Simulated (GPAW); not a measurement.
**CsGeCl3 (R3m): one start, several treatments of the self-energy**

Symmetry: R3m, No. 160, trigonal system. The conventional cell has a = 7.694 Å, b = 7.694 Å, c = 9.535 Å, α = 90.00°, β = 90.00°, γ = 120.00°. Cs has 12 Cl at 3.86 to 3.90 Å nearest. Nearest to Ge lie 3 Cl at 2.37 Å. Cl has 2 Ge at 2.37 to 3.10 Å and 4 Cs at 3.86 to 3.90 Å nearest. Farther neighbours and most contacts between anions are not listed.

```
Cs Ge Cl
1.0
     3.84682    2.22096    3.17830
    -3.84682    2.22096    3.17830
     0.00000   -4.44192    3.17830
Cs Ge Cl
1 1 3
Direct
  0.99840 0.99840 0.99840
  0.51553 0.51553 0.51553
  0.49671 0.49671 0.94864
  0.49671 0.94864 0.49671
  0.94864 0.49671 0.49671
```

* method: DFT, LDA, plane waves, PAW (and 1 further level or step)
* program: GPAW 26.7.0
* settings of one run: cutoff 450 eV, GPAW PAW setups 1.2.1 data release, 4×4×4 k-mesh, nbands 203
* cost: 4 runs, 5.8 min in all on 4 MPI ranks of AMD EPYC 9R45, shared host (the runs of this entry)
* notes: The cell and positions are those that the Materials Project relaxed with its own functionals (PBE, PBE+U or r2SCAN), kept fixed. Limits: no spin-orbit coupling. Bands and cutoff are finite, so the gap is not at the basis limit. The miss can reach some tenths of an eV and take either sign; the mesh is an error of its own.
* G0W0, Godby-Needs plasmon pole: 3.272 eV
* G0W0, full frequency, Hilbert transform: 3.243 eV
* G0W0, multipole: 3.253 eV
* known limits: not at the basis limit; no spin-orbit coupling

G0W0, full frequency, Hilbert transform: −0.028 eV against G0W0, Godby-Needs plasmon pole. G0W0, multipole: −0.019 eV against G0W0, Godby-Needs plasmon pole.

[Paths, hosts, dates, memory and timing lines, banners, echoed tables and standing remarks are left out of the program output.]

[Logs are printed without paths, hosts, clocks, repeated set-up lines and the standing remarks that a program may print on its own settings, such as how far it seeks lower states.]

[Runs of the session that timed out or met a known fault of the program may be left out.]

[Hosts, paths, dates, database ids (printed as entryN), source tags and the programs' standing remarks are cut or masked in the printed files.]
